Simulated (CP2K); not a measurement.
Two runs for the C K edge of 3-chlorofuran. Run A: CP2K XAS_TDP, all-electron GAPW, PBEh(45%), aug-pc-1, TDA, no relativity. Run B differs in one setting.

First lines with a strength over 0.0015. A:

```
                     atom  energy (eV)  states  strength, one atom
C2 (bonded to 2 C and Cl)       283.07       1              0.0521
                                283.81       1              0.0494
                                285.42       1              0.0080
                                287.66       1              0.0048
                                288.27       1              0.0059
 C3 (bonded to 2 C and H)       281.84       1              0.0479
                                284.14       1              0.0080
                                284.22       1              0.0126
                                285.29       1              0.0039
                                285.70       1              0.0034
C4 (bonded to C, O and H)       282.47       1              0.0569
                                285.49       1              0.0187
                                286.13       1              0.0169
                                286.37       1              0.0030
                                286.88       1              0.0018
C6 (bonded to C, O and H)       282.54       1              0.0542
                                285.38       1              0.0237
                                285.99       1              0.0059
                                286.37       1              0.0019
                                286.50       1              0.0055
```

B:

```
                     atom  energy (eV)  states  strength, one atom
C2 (bonded to 2 C and Cl)       288.10       1              0.0512
                                288.84       1              0.0485
                                290.44       1              0.0079
                                292.68       1              0.0047
                                293.30       1              0.0058
 C3 (bonded to 2 C and H)       287.36       1              0.0470
                                289.67       1              0.0078
                                289.74       1              0.0123
                                290.82       1              0.0038
                                291.23       1              0.0033
C4 (bonded to C, O and H)       288.00       1              0.0558
                                291.02       1              0.0183
                                291.66       1              0.0166
                                291.90       1              0.0030
                                292.41       1              0.0018
C6 (bonded to C, O and H)       287.91       1              0.0532
                                290.75       1              0.0232
                                291.36       1              0.0058
                                291.74       1              0.0019
                                291.87       1              0.0054
```

Question: Which was it: the functional, GW2X switched on, the basis, scalar relativity switched on?

GW2X switched on. GW2X shifts an atom's lines together and keeps their spacings. Against PBEh(45%) in aug-pc-1, the leading lines move by +5.03 eV (C2, to 288.10), +5.52 eV (C3, to 287.36), +5.53 eV (C4, to 288.00) and +5.37 eV (C6, to 287.91).

[Banner, clock and machine lines of the logs are left out without a mark of their own.]

[Logs are printed without paths, hosts, clocks, repeated set-up lines and the standing remarks that a program may print on its own settings, such as how far it seeks lower states.]

[Hosts, paths, dates, database ids (printed as entryN), source tags and the programs' standing remarks are cut or masked in the printed files.]
